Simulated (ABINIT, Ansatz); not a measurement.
# RbTaS3 (Pm-3m): zone-centre phonons

Which modes does RbTaS3 (Pm-3m) have at the zone centre?

Method: DFT PBE, scalar-relativistic, plane waves, SPMS norm-conserving pseudopotentials, in ABINIT 10.8.3.

The structure was built from a prototype and need not be the compound's stable phase.

## Step 1: The starting structure

Symmetry: Pm-3m, No. 221, cubic system. Conventional cell: a = 4.886 Å, b = 4.886 Å, c = 4.886 Å, α = 90.00°, β = 90.00°, γ = 90.00°. Nearest to Rb lie 12 S at 3.45 Å. Nearest to Ta lie 6 S at 2.44 Å. Nearest to S lie 2 Ta at 2.44 Å and 4 Rb at 3.45 Å. Farther neighbours and most contacts between anions are not listed.

## Step 2: Relaxation

The harmonic expansion needs vanishing forces, and a free crystal bears no stress, so cell and atoms are brought to rest. Stress is more sensitive to the basis than forces are: the last 3 Ha under the cutoff are smoothed with ecutsm, and the cutoff is raised above that of the later runs.

The starting cell comes from a relaxation made beforehand in Ansatz (PBE, PseudoDojo NC).

Contents of relax.abi:

```
# relaxation
ionmov 2
optcell 2
dilatmx 1.08
ntime 40
tolmxf 1.0d-05
tolvrs 1.0d-14
prtwf 0
prtden 0
chksymtnons 0

# basis, mesh and filling
ecut 38.0
ecutsm 3.0
ngkpt 6 6 6
nshiftk 1
shiftk 0.0 0.0 0.0
istwfk *1
occopt 7
tsmear 0.01
nband 29
nstep 100
diemac 1000000.0
prtebands 0
prtgsr 0
useylm 1

# cell and atoms
acell 9.232826191 9.232826191 9.232826191
rprim 
    1.0 0.0 0.0
    0.0 1.0 0.0
    0.0 0.0 1.0
ntypat 3
znucl 37 73 16
natom 5
typat 1 2 3 3 3
xred 
    0.0 0.0 0.0
    0.5 0.5 0.5
    0.5 0.5 0.0
    0.5 0.0 0.5
    0.0 0.5 0.5
pp_dirpath "./pseudo"
pseudos "Rb.psp8, Ta.psp8, S.psp8"
```

Launch:

```bash
$ OMP_NUM_THREADS=1 mpirun -n 4 abinit relax.abi > relax.log
```

Numbers of over 12 decimals in the logs are rounded to 6 here.

relax.abo, the main output file:

```text
[banners, grids, parts of the stress and lines that vanish by symmetry left out]
- input  file    -> relax.abi
- output file    -> relax.abo
- root for input  files -> relaxi
[...]
Symmetries : space group Pm -3 m (#221); Bravais cP (primitive cubic)
[...]
mpw =       11164          nfft =      216000          nkpt =          20
[...]
== DATASET  1 ==================================================================
[...]
cutoff_energies: {ecut:  38.0, pawecutdg:  -1.0, }
[...]
Exchange-correlation functional for the present dataset will be:
  GGA: Perdew-Burke-Ernzerhof functional - ixc=11
[...]
ETOT  1  -125.99873553169    -1.260E+02 4.856E-02 1.401E+03
 ETOT  2  -125.63699431444     3.617E-01 2.097E-02 5.029E+03
 ETOT  3  -126.20659095020    -5.696E-01 3.606E-03 5.122E+01
 ETOT  4  -126.21108027440    -4.489E-03 1.646E-03 5.988E+00
 ETOT  5  -126.21165644054    -5.762E-04 1.414E-03 2.071E-02
[...]
At SCF step   14       vres2   =  4.97E-16 < tolvrs=  1.00E-14 =>converged.
[...]
sigma(1 1)= -2.69110471E-06  sigma(3 2)=  0.00000000E+00
  sigma(2 2)= -2.69110471E-06  sigma(3 1)=  0.00000000E+00
  sigma(3 3)= -2.69110471E-06  sigma(2 1)=  0.00000000E+00
[...]
convergence: {deltae:  1.322E-12, res2:  4.971E-16, residm:  5.376E-05, diffor: null, }
etotal    :  -1.26211658E+02
[...]
ETOT  1  -126.21165074012    -1.262E+02 2.310E-05 8.570E-02
[...]
At SCF step   11       vres2   =  7.39E-16 < tolvrs=  1.00E-14 =>converged.
[...]
sigma(1 1)= -2.01998905E-06  sigma(3 2)=  0.00000000E+00
  sigma(2 2)= -2.01998905E-06  sigma(3 1)=  0.00000000E+00
  sigma(3 3)= -2.01998905E-06  sigma(2 1)=  0.00000000E+00
[...]
convergence: {deltae:  1.464E-11, res2:  7.394E-16, residm:  2.818E-06, diffor: null, }
etotal    :  -1.26211658E+02
[...]
ETOT  1  -126.21159246708    -1.262E+02 1.386E-06 7.788E-01
[...]
ETOT 10  -126.21165859154    -8.242E-12 8.071E-06 4.354E-13
 ETOT 11  -126.21165859152     1.317E-11 5.198E-05 6.662E-15
 At SCF step   11       vres2   =  6.66E-15 < tolvrs=  1.00E-14 =>converged.
[...]
sigma(1 1)= -2.68512733E-09  sigma(3 2)=  0.00000000E+00
  sigma(2 2)= -2.68512733E-09  sigma(3 1)=  0.00000000E+00
  sigma(3 3)= -2.68512734E-09  sigma(2 1)=  0.00000000E+00
[...]
convergence: {deltae:  1.317E-11, res2:  6.662E-15, residm:  5.198E-05, diffor: null, }
etotal    :  -1.26211659E+02
[...]
At Broyd/MD step   3, gradients are converged :
[...]
sigma(1 1)= -2.68512733E-09  sigma(3 2)=  0.00000000E+00
  sigma(2 2)= -2.68512733E-09  sigma(3 1)=  0.00000000E+00
  sigma(3 3)= -2.68512734E-09  sigma(2 1)=  0.00000000E+00
[...]
- sigma(1 1)= -7.89991736E-05  sigma(3 2)=  0.00000000E+00
- sigma(2 2)= -7.89991736E-05  sigma(3 1)=  0.00000000E+00
- sigma(3 3)= -7.89991737E-05  sigma(2 1)=  0.00000000E+00
[...]
fcart     -0.0000000000E+00 -0.0000000000E+00 -0.0000000000E+00
           strten     -2.6851273323E-09 -2.6851273349E-09 -2.6851273366E-09
================================================================================

[key lines of the parts left out:]
pressure_GPa:   7.8999E-05
Total energy (etotal) [Ha]= -1.26211658591524E+02
```

Elapsed: 7.6 min, on 4 MPI ranks of Intel Xeon at 2.70GHz, shared host; 30 min of CPU time.

Little changed from the start: no atom moved by 0.005 Å and no cell edge by 0.1 %.

Read from the output:

| Property | Result |
| --- | --- |
| volume per atom | 23.35 Å³ |
| pressure | 7.90e-5 GPa |
| gap on the k-mesh | 0 eV |

## Step 3: Self-consistent run for the response

The response is built on these wavefunctions, so the potential is converged far more tightly than an energy would need. Occupations are smeared.

Contents of gs.abi:

```
# ground state
tolvrs 1.0d-16
prtden 1
prtwf 1

# basis, mesh and filling
ecut 30.0
ngkpt 6 6 6
nshiftk 1
shiftk 0.0 0.0 0.0
istwfk *1
occopt 7
tsmear 0.01
nband 29
nstep 100
diemac 1000000.0
prtebands 0
prtgsr 0
useylm 1

# cell and atoms
acell 9.235817329 9.235817329 9.235817329
rprim 
    1.0 0.0 0.0
    0.0 1.0 0.0
    0.0 0.0 1.0
ntypat 3
znucl 37 73 16
natom 5
typat 1 2 3 3 3
xred 
    0.0 0.0 0.0
    0.5 0.5 0.5
    0.5 0.5 0.0
    0.5 0.0 0.5
    0.0 0.5 0.5
pp_dirpath "./pseudo"
pseudos "Rb.psp8, Ta.psp8, S.psp8"
```

Launch:

```bash
$ OMP_NUM_THREADS=1 mpirun -n 4 abinit gs.abi > gs.log
```

gs.abo, the main output file:

```text
[banners, grids, parts of the stress and lines that vanish by symmetry left out]
- input  file    -> gs.abi
- output file    -> gs.abo
- root for input  files -> gsi
[...]
Symmetries : space group Pm -3 m (#221); Bravais cP (primitive cubic)
[...]
mpw =        6216          nfft =      110592          nkpt =          20
[...]
== DATASET  1 ==================================================================
[...]
cutoff_energies: {ecut:  30.0, pawecutdg:  -1.0, }
[...]
Exchange-correlation functional for the present dataset will be:
  GGA: Perdew-Burke-Ernzerhof functional - ixc=11
[...]
ETOT  1  -126.00665131782    -1.260E+02 5.638E-02 7.183E+02
 ETOT  2  -125.63201416224     3.746E-01 3.731E-02 2.592E+03
 ETOT  3  -126.20647371506    -5.745E-01 3.097E-03 2.687E+01
 ETOT  4  -126.21103839665    -4.565E-03 1.001E-03 3.264E+00
 ETOT  5  -126.21164975469    -6.114E-04 6.643E-04 1.080E-02
[...]
ETOT 14  -126.21165109900    -5.500E-12 8.083E-05 6.115E-16
 ETOT 15  -126.21165109900     5.301E-12 2.207E-05 6.130E-18
 At SCF step   15       vres2   =  6.13E-18 < tolvrs=  1.00E-16 =>converged.
[...]
sigma(1 1)=  2.00528621E-08  sigma(3 2)=  0.00000000E+00
  sigma(2 2)=  2.00528621E-08  sigma(3 1)=  0.00000000E+00
  sigma(3 3)=  2.00528621E-08  sigma(2 1)=  0.00000000E+00
[...]
convergence: {deltae:  5.301E-12, res2:  6.130E-18, residm:  2.207E-05, diffor: null, }
etotal    :  -1.26211651E+02
[...]
sigma(1 1)=  2.00528621E-08  sigma(3 2)=  0.00000000E+00
  sigma(2 2)=  2.00528621E-08  sigma(3 1)=  0.00000000E+00
  sigma(3 3)=  2.00528621E-08  sigma(2 1)=  0.00000000E+00
[...]
- sigma(1 1)=  5.89975572E-04  sigma(3 2)=  0.00000000E+00
- sigma(2 2)=  5.89975572E-04  sigma(3 1)=  0.00000000E+00
- sigma(3 3)=  5.89975571E-04  sigma(2 1)=  0.00000000E+00
[...]
fcart     -0.0000000000E+00 -0.0000000000E+00 -0.0000000000E+00
           strten      2.0052862095E-08  2.0052862092E-08  2.0052862090E-08
================================================================================

[key lines of the parts left out:]
pressure_GPa:  -5.8998E-04
```

It took 84 s on 4 MPI ranks.

Numbers from this step:

| Quantity | Value |
| --- | --- |
| pressure | -5.90e-4 GPa |

The cell stands at -5.9e-4 GPa, close enough for phonons.

(Continued in part 2 of 5.)

[Host names and launcher messages were left out of these logs when they were recorded.]

[Logs are printed without paths, hosts, clocks, repeated set-up lines and the standing remarks that a program may print on its own settings, such as how far it seeks lower states.]

[Hosts, paths, dates, database ids (printed as entryN), source tags and the programs' standing remarks are cut or masked in the printed files.]
